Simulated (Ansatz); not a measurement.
# How Fe(100) screens a field

Wanted: the response of a Fe(100) slab to a perpendicular field.

Main program and level: Ansatz 0.2.0; plane-wave DFT, PBE, Ansatz PAW.

## 1. The starting structure

The cell holds 9 atoms: 9 Fe. Its edges and angles: a = 2.870 Å, b = 2.870 Å, c = 29.480 Å, α = 90.0°, β = 90.0°, γ = 90.0°. Vacuum lies along c.

## 2. Atoms held, field 0

A sawtooth potential applies the field, turning back in the middle of the vacuum. With the dipole correction the typed value is the field outside the slab. The induced dipole is small, so the SCF threshold is tight.

Input file input.yaml:

```yaml
crystal:
  lattice:
    - [2.87, 0.0, 0.0]
    - [0.0, 2.87, 0.0]
    - [0.0, 0.0, 29.48]
  atoms:
    - { symbol: Fe, position: [0.0, 0.0, 0.3052917232], spin: 2.5 }
    - { symbol: Fe, position: [0.5, 0.5, 0.3539687924], spin: 2.5 }
    - { symbol: Fe, position: [0.0, 0.0, 0.4026458616], spin: 2.5 }
    - { symbol: Fe, position: [0.5, 0.5, 0.4513229308], spin: 2.5 }
    - { symbol: Fe, position: [0.0, 0.0, 0.5], spin: 2.5 }
    - { symbol: Fe, position: [0.5, 0.5, 0.5486770692], spin: 2.5 }
    - { symbol: Fe, position: [0.0, 0.0, 0.5973541384], spin: 2.5 }
    - { symbol: Fe, position: [0.5, 0.5, 0.6460312076], spin: 2.5 }
    - { symbol: Fe, position: [0.0, 0.0, 0.6947082768], spin: 2.5 }
magnetization:
  spin_polarized: true
kpoints:
  mp_grid: { grid: [18, 18, 1] }
hamiltonian:
  xc: pbe
scf:
  occupations: { method: fermi_dirac, width: 0.1 }
  convergence: { dr2_threshold: 1.0e-10 }
efield:
  axis: 3
  dipole_correction: true
  ramp_position: 0.97
  ramp_width: 0.06
  amplitude: 0
output:
  forces: true
  write_potential: true
  write_density: true
  volumetric_format: npy
```

Started as:

```console
$ ansatz run input.yaml --threads 4 --pin off --max-ram 6144MiB --backend cpu --events-out ev --progress --plain --runs-dir out
```

Standard output:

```text
Engine: ansatz 0.2.0, aarch64-unknown-linux-gnu
Pseudopotentials: kind: paw
Pseudopotential: Fe, paw, valence charge 16, recommended cutoff 420 eV (normal), Fe.paw.azcp
Functional definition: PBE
  parameter kappa = 0.804
  parameter beta = 0.066725
  exchange = pbe_x(kappa = kappa, mu = beta*pi^2/3)
  correlation = pbe_c(beta = beta)
Crystal: 9 atoms, lattice volume = 242.824 Å³
Basis set: ecut = 420 eV, 4751 PW (Γ), exchange–correlation on 40×40×400 points (8 copies of the dense FFT grid, shifted against one another)
Bands: 100, of which v1, the nominal top of the filled ones, is band 72 counted from 1 (71 counted from 0)
Symmetry: 8 space group operations
k-points: 55 of 324
Non-local potential: Fe, projectors of the file, l = 0: 3, l = 1: 2, l = 2: 3, l = 3: 1
PAW form: soft (Blöchl's): semilocal exchange-correlation on the pseudo side does not see the compensation charge
PAW one-centre angular grid: Fe, 590 points (default); XC on 64 Gauss nodes
Initial density: superposition of atomic densities (neutral atoms: chi_scale 0, normalization atom)
Starting moments: Σ|m| = 22.5 μB on 9 of 9 sites
Initial wavefunctions: pseudopotential atomic-orbital guess
Functional: x = pbe(κ = 0.804, μ = 0.219515), c = pbe(β = 0.066725)
SCF iter   1: F=—  HF=-40321.716315 eV  |F-HF|=—  |Δ(HF+E_count)|=         —  Δρ=6.58e-2 (↑3.61e-2 ↓6.58e-2)  dr2=3.31e1  dr2_m=4.13e0  M=22.506 μB ∫|m|=22.784 μB  β_m=1.00  ethr=3.10e-3  p=0.000 e·Å  D=1.35e-13 V/Å  ΔV_dip=-0.00 eV  dr2_dipole=2.60e-12  V_vac-E_F(+/−)=7.58/7.58 eV  ⟨swp⟩=9.2  Hψ=52444  notcnv=0  defer=359
Mixer restart at iter 1: flushing history
efield: sawtooth ramp at fractional position 0.9700 (set: `efield.ramp_position`, or a place that a band, a saddle search or an elastic batch's reference lends), width 0.0600; the density the first Hamiltonian is built on has a dipole p = 0.000 e·Å; the dipole correction subtracts the counter field D = 1.35e-13 V/Å, which shifts the + side's vacuum level by -0.00 eV against the − side's; the planar-averaged density in the ramp window peaks in size at 6.8e-6 e/Å³
preconditioner: auto → LDOS  [metal: Δε(μ)=0.006 eV  Ē_g=6.731 eV  σ=0.100 eV  W_gap=0.01  n_scr=66 (ndim 8)  ℏωp=20.2 eV  f_vac=0.505  D(μ)=8.47/eV (n_scr^D=66)]
spin=Collinear: LDOS preconditioning applied to the charge; magnetization (m = ρ↑ − ρ↓) channel mixes plain (no charge-response kernel on spin).
SCF iter   2: F=—  HF=-40317.264490 eV  |F-HF|=—  |Δ(HF+E_count)|=    4.45e0  Δρ=2.18e-2 (↑2.18e-2 ↓1.16e-2)  dr2=4.46e0  dr2_m=4.21e-1  M=22.854 μB ∫|m|=23.662 μB  β_m=0.32  ethr=3.10e-3  p=-0.000 e·Å  D=-2.70e-6 V/Å  ΔV_dip=0.00 eV  dr2_dipole=1.24e-8  V_vac-E_F(+/−)=5.26/5.26 eV  ⟨swp⟩=3.8  Hψ=24449  notcnv=0  defer=794
density mixer auto → msr1: a metal under ldos (density of states about μ 2.55 of a free-electron gas's, 66 screened modes)
SCF iter   3: F=—  HF=-40319.306361 eV  |F-HF|=—  |Δ(HF+E_count)|=    2.04e0  Δρ=1.50e-2 (↑1.50e-2 ↓1.04e-2)  dr2=2.89e-1  dr2_m=3.27e-1  M=22.429 μB ∫|m|=23.386 μB  β_m=0.45  ethr=3.10e-3  p=-0.000 e·Å  D=-4.24e-6 V/Å  ΔV_dip=0.00 eV  dr2_dipole=1.03e-9  V_vac-E_F(+/−)=4.40/4.40 eV  ⟨swp⟩=2.3  Hψ=14224  notcnv=0  defer=771
SCF iter   4: F=—  HF=-40321.116683 eV  |F-HF|=—  |Δ(HF+E_count)|=    1.81e0  Δρ=1.03e-2 (↑1.03e-2 ↓7.27e-3)  dr2=1.89e-1  dr2_m=1.38e-1  M=22.445 μB ∫|m|=23.456 μB  β_m=0.47  ethr=2.01e-4  p=-0.000 e·Å  D=-4.13e-6 V/Å  ΔV_dip=0.00 eV  dr2_dipole=9.91e-9  V_vac-E_F(+/−)=4.03/4.03 eV  ⟨swp⟩=2.7  Hψ=21900  notcnv=0  defer=764
SCF iter   5: F=—  HF=-40321.678925 eV  |F-HF|=—  |Δ(HF+E_count)|=   5.62e-1  Δρ=4.46e-3 (↑4.46e-3 ↓2.64e-3)  dr2=2.01e-2  dr2_m=2.49e-2  M=22.448 μB ∫|m|=23.460 μB  β_m=0.74  ethr=1.31e-4  p=-0.000 e·Å  D=-3.05e-6 V/Å  ΔV_dip=0.00 eV  dr2_dipole=1.14e-12  V_vac-E_F(+/−)=4.08/4.08 eV  ⟨swp⟩=2.6  Hψ=22415  notcnv=0  defer=753
SCF iter   6: F=—  HF=-40321.825215 eV  |F-HF|=—  |Δ(HF+E_count)|=   1.46e-1  Δρ=3.65e-3 (↑3.65e-3 ↓1.01e-3)  dr2=3.49e-2  dr2_m=7.14e-3  M=22.442 μB ∫|m|=23.522 μB  β_m=0.64  ethr=1.40e-5  p=-0.000 e·Å  D=-1.86e-6 V/Å  ΔV_dip=0.00 eV  dr2_dipole=7.71e-9  V_vac-E_F(+/−)=3.90/3.90 eV  ⟨swp⟩=3.1  Hψ=24004  notcnv=0  defer=769
SCF iter   7: F=—  HF=-40321.820703 eV  |F-HF|=—  |Δ(HF+E_count)|=   4.51e-3  Δρ=1.24e-3 (↑1.24e-3 ↓7.15e-4)  dr2=4.06e-3  dr2_m=1.15e-3  M=22.430 μB ∫|m|=23.525 μB  β_m=0.63  ethr=1.40e-5  p=-0.000 e·Å  D=-1.52e-6 V/Å  ΔV_dip=0.00 eV  dr2_dipole=3.26e-10  V_vac-E_F(+/−)=3.88/3.88 eV  ⟨swp⟩=2.0  Hψ=19863  notcnv=0  defer=767
SCF iter   8: F=—  HF=-40321.820383 eV  |F-HF|=—  |Δ(HF+E_count)|=   3.20e-4  Δρ=2.68e-4 (↑2.68e-4 ↓2.38e-4)  dr2=8.29e-4  dr2_m=4.23e-5  M=22.424 μB ∫|m|=23.527 μB  β_m=0.61  ethr=2.82e-6  p=-0.000 e·Å  D=-7.44e-7 V/Å  ΔV_dip=0.00 eV  dr2_dipole=2.04e-10  V_vac-E_F(+/−)=3.88/3.88 eV  ⟨swp⟩=3.4  Hψ=21368  notcnv=0  defer=767
SCF iter   9: F=—  HF=-40321.820380 eV  |F-HF|=—  |Δ(HF+E_count)|=   2.42e-6  Δρ=7.45e-5 (↑7.45e-5 ↓7.08e-5)  dr2=1.34e-4  dr2_m=8.98e-6  M=22.421 μB ∫|m|=23.526 μB  β_m=0.77  ethr=5.76e-7  p=-0.000 e·Å  D=-2.60e-7 V/Å  ΔV_dip=0.00 eV  dr2_dipole=1.10e-10  V_vac-E_F(+/−)=3.87/3.87 eV  ⟨swp⟩=2.0  Hψ=12721  notcnv=0  defer=767
SCF iter  10: F=—  HF=-40321.820382 eV  |F-HF|=—  |Δ(HF+E_count)|=   1.50e-6  Δρ=3.04e-5 (↑2.44e-5 ↓3.04e-5)  dr2=1.24e-5  dr2_m=3.79e-7  M=22.419 μB ∫|m|=23.525 μB  β_m=0.88  ethr=9.32e-8  p=-0.000 e·Å  D=-1.52e-7 V/Å  ΔV_dip=0.00 eV  dr2_dipole=3.50e-11  V_vac-E_F(+/−)=3.87/3.87 eV  ⟨swp⟩=1.9  Hψ=13444  notcnv=0  defer=767
SCF iter  11: F=—  HF=-40321.820383 eV  |F-HF|=—  |Δ(HF+E_count)|=   1.40e-6  Δρ=2.23e-5 (↑2.23e-5 ↓1.18e-5)  dr2=1.23e-6  dr2_m=2.77e-7  M=22.420 μB ∫|m|=23.527 μB  β_m=0.80  ethr=8.59e-9  p=-0.000 e·Å  D=-2.01e-8 V/Å  ΔV_dip=0.00 eV  dr2_dipole=4.30e-10  V_vac-E_F(+/−)=3.87/3.87 eV  ⟨swp⟩=2.0  Hψ=14778  notcnv=0  defer=767
SCF iter  12: F=—  HF=-40321.820383 eV  |F-HF|=—  |Δ(HF+E_count)|=   1.77e-7  Δρ=8.31e-6 (↑8.31e-6 ↓5.13e-6)  dr2=3.64e-7  dr2_m=4.45e-8  M=22.420 μB ∫|m|=23.527 μB  β_m=0.73  ethr=8.54e-10  p=-0.000 e·Å  D=-8.29e-8 V/Å  ΔV_dip=0.00 eV  dr2_dipole=1.08e-9  V_vac-E_F(+/−)=3.87/3.87 eV  ⟨swp⟩=3.0  Hψ=20712  notcnv=0  defer=767
SCF iter  13: F=—  HF=-40321.820383 eV  |F-HF|=—  |Δ(HF+E_count)|=   2.14e-8  Δρ=3.14e-6 (↑3.14e-6 ↓2.51e-6)  dr2=1.16e-7  dr2_m=1.00e-8  M=22.420 μB ∫|m|=23.527 μB  β_m=0.71  ethr=2.53e-10  p=0.000 e·Å  D=1.97e-8 V/Å  ΔV_dip=-0.00 eV  dr2_dipole=2.34e-10  V_vac-E_F(+/−)=3.87/3.87 eV  ⟨swp⟩=2.6  Hψ=17288  notcnv=0  defer=767
SCF iter  14: F=—  HF=-40321.820383 eV  |F-HF|=—  |Δ(HF+E_count)|=   1.09e-8  Δρ=2.09e-6 (↑2.09e-6 ↓1.29e-6)  dr2=2.37e-8  dr2_m=2.67e-9  M=22.420 μB ∫|m|=23.527 μB  β_m=0.62  ethr=8.04e-11  p=-0.000 e·Å  D=-3.01e-8 V/Å  ΔV_dip=0.00 eV  dr2_dipole=3.34e-10  V_vac-E_F(+/−)=3.87/3.87 eV  ⟨swp⟩=2.2  Hψ=15390  notcnv=0  defer=767
SCF iter  15: F=—  HF=-40321.820383 eV  |F-HF|=—  |Δ(HF+E_count)|=  9.75e-10  Δρ=5.15e-7 (↑5.15e-7 ↓4.64e-7)  dr2=1.40e-9  dr2_m=2.84e-10  M=22.420 μB ∫|m|=23.527 μB  β_m=0.57  ethr=1.64e-11  p=0.000 e·Å  D=2.15e-8 V/Å  ΔV_dip=-0.00 eV  dr2_dipole=7.69e-11  V_vac-E_F(+/−)=3.87/3.87 eV  ⟨swp⟩=2.3  Hψ=15907  notcnv=0  defer=767
SCF iter  16: F=—  HF=-40321.820383 eV  |F-HF|=—  |Δ(HF+E_count)|=   1.06e-9  Δρ=3.37e-7 (↑3.37e-7 ↓2.72e-7)  dr2=1.56e-10  dr2_m=1.58e-10  M=22.420 μB ∫|m|=23.527 μB  β_m=0.65  ethr=1.00e-12  p=0.000 e·Å  D=2.10e-9 V/Å  ΔV_dip=-0.00 eV  dr2_dipole=4.74e-12  V_vac-E_F(+/−)=3.87/3.87 eV  ⟨swp⟩=3.2  Hψ=21645  notcnv=0  defer=767
SCF iter  17: F=—  HF=-40321.820383 eV  |F-HF|=—  |Δ(HF+E_count)|=  3.64e-10  Δρ=2.28e-7 (↑2.28e-7 ↓1.32e-7)  dr2=1.30e-10  dr2_m=3.76e-11  M=22.420 μB ∫|m|=23.527 μB  β_m=0.61  ethr=1.00e-12  p=0.000 e·Å  D=6.37e-9 V/Å  ΔV_dip=-0.00 eV  dr2_dipole=3.45e-12  V_vac-E_F(+/−)=3.87/3.87 eV  ⟨swp⟩=2.4  Hψ=15175  notcnv=0  defer=767
SCF iter  18: F=—  HF=-40321.820383 eV  |F-HF|=—  |Δ(HF+E_count)|=  5.24e-10  Δρ=1.03e-7 (↑1.03e-7 ↓3.92e-8)  dr2=2.42e-11  dr2_m=6.56e-12  M=22.420 μB ∫|m|=23.527 μB  β_m=0.54  ethr=1.00e-12  p=-0.000 e·Å  D=-1.22e-10 V/Å  ΔV_dip=0.00 eV  dr2_dipole=1.39e-13  V_vac-E_F(+/−)=3.87/3.87 eV  ⟨swp⟩=1.7  Hψ=12523  notcnv=0  defer=767
SCF iter  19: F=-40321.820383 eV  HF=-40321.820383 eV  |F-HF|=5.46e-10  |Δ(HF+E_count)|=  3.64e-10  Δρ=3.78e-8 (↑3.78e-8 ↓2.96e-8)  dr2=2.03e-11  dr2_m=4.59e-13  M=22.420 μB ∫|m|=23.527 μB  ethr=1.00e-12  p=-0.000 e·Å  D=-5.30e-10 V/Å  ΔV_dip=0.00 eV  dr2_dipole=3.56e-13  V_vac-E_F(+/−)=3.87/3.87 eV  ⟨swp⟩=15.8  Hψ=68067  notcnv=0
SCF 1 converged in 19 iterations: F = -40321.820383 eV  dr2 = 2.03e-11
  greatest PAW one-centre occupation: 1.003 electrons in one spin orbital (limit 2), on the Fe atom at site 0 (counted from 0), in its partial waves of l = 1
WARN: The output density's exchange-correlation potential varies sharply where the density is thin. Do not read a vacuum level from v_tot or v_xc, or from such a field of the output density. On a cell that repeats whose density bears no net charge and no dipole along the vacuum's axis use v_es (v_loc + v_h of the components); under efield.dipole_correction with no amplitude use v_es + v_field, which holds any externa [...]
SCF converged after 19 iterations
Magnetization: 22.4199 μB (83.2099 up, 60.7901 down)
Absolute magnetization: 23.5273 μB (∫|ρ↑−ρ↓|, with the PAW one-centre terms)
Spin contamination: 0.4118 ħ² per cell (⟨S²⟩ above its minimum at these occupations)
Per-site moments (μB) at R_I (Å): [(2.974726, 1.025266), (2.401401, 1.025266), (2.417406, 1.025266), (2.304257, 1.025266), (2.328932, 1.025266), (2.304257, 1.025266), (2.417406, 1.025266), (2.401401, 1.025266), (2.974726, 1.025266)]
Free energy (F): -40321.820383 eV
Harris-Foulkes:  -40321.820383 eV  (|F-HF|=5.46e-10)
Internal energy: -40321.493065 eV  (E = F + TS)
E sigma→0 (E₀):  -40321.656724 eV
Entropy (-TS):   -0.327318 eV (-36.369 meV/atom)
Fermi energy:    5.706339 eV
Dipole field:    D = 0.000001 V/Å  (p = 0.000001 e·Å, saw-weighted, corrected)
Work function:   Φ+ = 3.8653 eV   Φ− = 3.8653 eV
Levels:          The Fermi level and band energies are counted from a zero that moves with the ramp; work functions are not
--- Per-component energies (eV) ---
  E_band       = -3749.528898
  E_kinetic    = 3134.758256
  E_local      = -374350.537689  (includes V_loc(G=0)·N_el)
  E_nonlocal   = 1985.810873
  E_hartree    = 184770.387145
  E_xc         = -1051.188355
  E_vxc        = -1352.837565  (∫ρ·V_xc dr)
  E_paw        = -12307.749758  (= ΣΔE_a)
  E_vpaw       = -2707.501864  (= ΣTr[D̂ρ^β])
  E_aug_tail   = 0.007141  (compensation charges beyond the density's cutoff)
  E_efield     = 0.000000  (sawtooth field / dipole correction)
  E_vefield    = 0.000000  (∫n·V_field dr)
  E_ewald      = 157497.019323
  E_smearing   = -0.327318  (= −TS)
  E_closure    = -0.000000  (closes the sum)
  Σ components = -40321.820383   (vs F -40321.820383, Δ=0.00e0)
--- Forces (eV/Å), atoms counted from 1 ---
  atom   1  Fe    -0.00000000     0.00000000     0.43059228
  atom   2  Fe    -0.00000000     0.00000000    -0.31097054
  atom   3  Fe     0.00000000     0.00000000     0.15249656
  atom   4  Fe     0.00000000     0.00000000     0.05661795
  atom   5  Fe     0.00000000     0.00000000    -0.00000014
  atom   6  Fe    -0.00000000     0.00000000    -0.05661813
  atom   7  Fe     0.00000000     0.00000000    -0.15249647
  atom   8  Fe     0.00000000     0.00000000     0.31097058
  atom   9  Fe     0.00000000     0.00000000    -0.43059221
  max |Σ_I F_I| component: 1.19e-7 eV/Å
--- Band table (eV; the first three rows and the last of 110) ---
  k-point 0 ↑: bands = [... 68 lower, 4.1070, 4.1070, 4.1834, 4.3309, 4.5055, 4.5998, 4.5998, 4.6644, ... 24 higher]
  k-point 1 ↑: bands = [... 68 lower, 4.0650, 4.1172, 4.2062, 4.4461, 4.4870, 4.5099, 4.5695, 4.6506, ... 24 higher]
  k-point 2 ↑: bands = [... 68 lower, 4.0790, 4.1525, 4.2654, 4.4488, 4.4935, 4.4990, 4.5354, 4.6336, ... 24 higher]
  k-point 54 ↓: bands = [... 68 lower, 7.5177, 7.5177, 7.5442, 7.5515, 7.5515, 7.5928, 7.6950, 7.6973, ... 24 higher]
```

The job ended after 5.4 min (4 threads of Arm Neoverse N1, shared host; peak memory 2 GiB).

Reading the cycles: dr2 is the Hartree energy of the density residual (eV), the measure of convergence; HF is the Harris–Foulkes estimate of the energy, which meets the free energy F at convergence.

Read from the output:

| Property | Result |
| --- | --- |
| energy at zero smearing | -40321.6567 eV |
| total moment | 22.42 μB |
| work function, upper face | 3.865 eV |
| dipole along the normal | 9.76e-7 e·Å |

Running mean over 1.435 Å of the planar mean; the ramp of the sawtooth is left out. Electron's electrostatic potential energy less the Fermi level against z:

```
z (Å)  electron's electrostatic potential energy less the Fermi level (eV)
    4                                                                 3.86
    5                                                                 3.86
    6                                                                 3.82
    7                                                                 3.43
    8                                                               -0.867
    9                                                                -9.04
   10                                                                -9.58
   11                                                                -9.50
   12                                                                -9.45
   13                                                                -9.40
   14                                                                -9.39
   15                                                                -9.40
   16                                                                -9.39
   17                                                                -9.43
   18                                                                -9.47
   19                                                                -9.53
   20                                                                -9.59
   21                                                                -5.65
   22                                                                 2.51
   23                                                                 3.74
   24                                                                 3.85
   25                                                                 3.86
   26                                                                 3.87
```

Site moment by atom:

```
atom  site moment (μB)
 Fe1              2.97
 Fe2              2.40
 Fe3              2.42
 Fe4              2.30
 Fe5              2.33
 Fe6              2.30
 Fe7              2.42
 Fe8              2.40
 Fe9              2.97
```

Force by atom:

```
atom  x (eV/Å)  y (eV/Å)  z (eV/Å)   size
 Fe1     0.000     0.000     0.431  0.431
 Fe2     0.000     0.000    -0.311  0.311
 Fe3     0.000     0.000     0.152  0.152
 Fe4     0.000     0.000     0.057  0.057
 Fe5     0.000     0.000     0.000  0.000
 Fe6     0.000     0.000    -0.057  0.057
 Fe7     0.000     0.000    -0.152  0.152
 Fe8     0.000     0.000     0.311  0.311
 Fe9     0.000     0.000    -0.431  0.431
```

The work function of the upper face is 3.87 eV.

## 3. Atoms held, field 0.05 V/Å

input.yaml, as its differences from that of step 2:

```diff
@@ -29,3 +29,3 @@
   ramp_width: 0.06
-  amplitude: 0
+  amplitude: 0.05
 output:
```

Standard output:

```text
[...]
Crystal: 9 atoms, lattice volume = 242.824 Å³
Basis set: ecut = 420 eV, 4751 PW (Γ), exchange–correlation on 40×40×400 points (8 copies of the dense FFT grid, shifted against one another)
Bands: 100, of which v1, the nominal top of the filled ones, is band 72 counted from 1 (71 counted from 0)
Symmetry: 8 space group operations
k-points: 55 of 324
[...]
k-point 1 ↑: bands = [... 68 lower, 4.0647, 4.1169, 4.2059, 4.4458, 4.4868, 4.5096, 4.5692, 4.6503, ... 24 higher]
  k-point 2 ↑: bands = [... 68 lower, 4.0788, 4.1522, 4.2651, 4.4485, 4.4932, 4.4987, 4.5351, 4.6334, ... 24 higher]
  k-point 54 ↓: bands = [... 68 lower, 7.5173, 7.5175, 7.5439, 7.5512, 7.5512, 7.5925, 7.6947, 7.6970, ... 24 higher]
[key lines of the parts left out:]
SCF converged after 19 iterations
Magnetization: 22.4199 μB (83.2099 up, 60.7901 down)
Free energy (F): -40321.821236 eV
Fermi energy:    5.706072 eV
Dipole field:    D = 0.025422 V/Å  (p = 0.034114 e·Å, saw-weighted, corrected)
```

It took 5.4 min on 4 threads; peak memory 2 GiB.

The dipole is 0.0341 e·Å.

## 4. Atoms held, field -0.05 V/Å

input.yaml, as its differences from that of step 3:

```diff
@@ -29,3 +29,3 @@
   ramp_width: 0.06
-  amplitude: 0.05
+  amplitude: -0.05
 output:
```

Standard output:

```text
[...]
Crystal: 9 atoms, lattice volume = 242.824 Å³
Basis set: ecut = 420 eV, 4751 PW (Γ), exchange–correlation on 40×40×400 points (8 copies of the dense FFT grid, shifted against one another)
Bands: 100, of which v1, the nominal top of the filled ones, is band 72 counted from 1 (71 counted from 0)
Symmetry: 8 space group operations
k-points: 55 of 324
[...]
k-point 1 ↑: bands = [... 68 lower, 4.0647, 4.1169, 4.2059, 4.4458, 4.4868, 4.5096, 4.5692, 4.6503, ... 24 higher]
  k-point 2 ↑: bands = [... 68 lower, 4.0788, 4.1522, 4.2651, 4.4485, 4.4932, 4.4987, 4.5351, 4.6334, ... 24 higher]
  k-point 54 ↓: bands = [... 68 lower, 7.5173, 7.5175, 7.5439, 7.5512, 7.5512, 7.5925, 7.6947, 7.6970, ... 24 higher]
[key lines of the parts left out:]
SCF converged after 19 iterations
Magnetization: 22.4199 μB (83.2099 up, 60.7901 down)
Free energy (F): -40321.821236 eV
Fermi energy:    5.706072 eV
Dipole field:    D = -0.025423 V/Å  (p = -0.034115 e·Å, saw-weighted, corrected)
```

The job ended after 5.4 min (4 threads; peak memory 2 GiB; 21 min of CPU time).

The dipole is -0.0341 e·Å.

## 5. Single point, field 0.1 V/Å

input.yaml, as its differences from that of step 4:

```diff
@@ -29,3 +29,3 @@
   ramp_width: 0.06
-  amplitude: -0.05
+  amplitude: 0.1
 output:
```

Standard output:

```text
[...]
Crystal: 9 atoms, lattice volume = 242.824 Å³
Basis set: ecut = 420 eV, 4751 PW (Γ), exchange–correlation on 40×40×400 points (8 copies of the dense FFT grid, shifted against one another)
Bands: 100, of which v1, the nominal top of the filled ones, is band 72 counted from 1 (71 counted from 0)
Symmetry: 8 space group operations
k-points: 55 of 324
[...]
k-point 1 ↑: bands = [... 68 lower, 4.0639, 4.1161, 4.2051, 4.4450, 4.4860, 4.5088, 4.5684, 4.6495, ... 24 higher]
  k-point 2 ↑: bands = [... 68 lower, 4.0780, 4.1514, 4.2643, 4.4477, 4.4924, 4.4979, 4.5343, 4.6326, ... 24 higher]
  k-point 54 ↓: bands = [... 68 lower, 7.5165, 7.5168, 7.5431, 7.5505, 7.5505, 7.5917, 7.6939, 7.6962, ... 24 higher]
[key lines of the parts left out:]
SCF converged after 19 iterations
Magnetization: 22.4198 μB (83.2099 up, 60.7901 down)
Free energy (F): -40321.823794 eV
Fermi energy:    5.705267 eV
Dipole field:    D = 0.050849 V/Å  (p = 0.068236 e·Å, saw-weighted, corrected)
```

The job ended after 5.4 min (4 threads; peak memory 2 GiB).

The dipole is 0.0682 e·Å.

(Continued in part 2 of 2.)

[Long decimals in the printed logs are rounded to 6 places.]

[Logs are printed without paths, hosts, clocks, repeated set-up lines and the standing remarks that a program may print on its own settings, such as how far it seeks lower states.]

[Hosts, paths, dates, database ids (printed as entryN), source tags and the programs' standing remarks are cut or masked in the printed files.]

[Maps of the electrostatic potential energy from Ansatz leave out the sawtooth potential of an applied field or a dipole correction, so their vacuum need not be flat; planar profiles and work functions include it.]
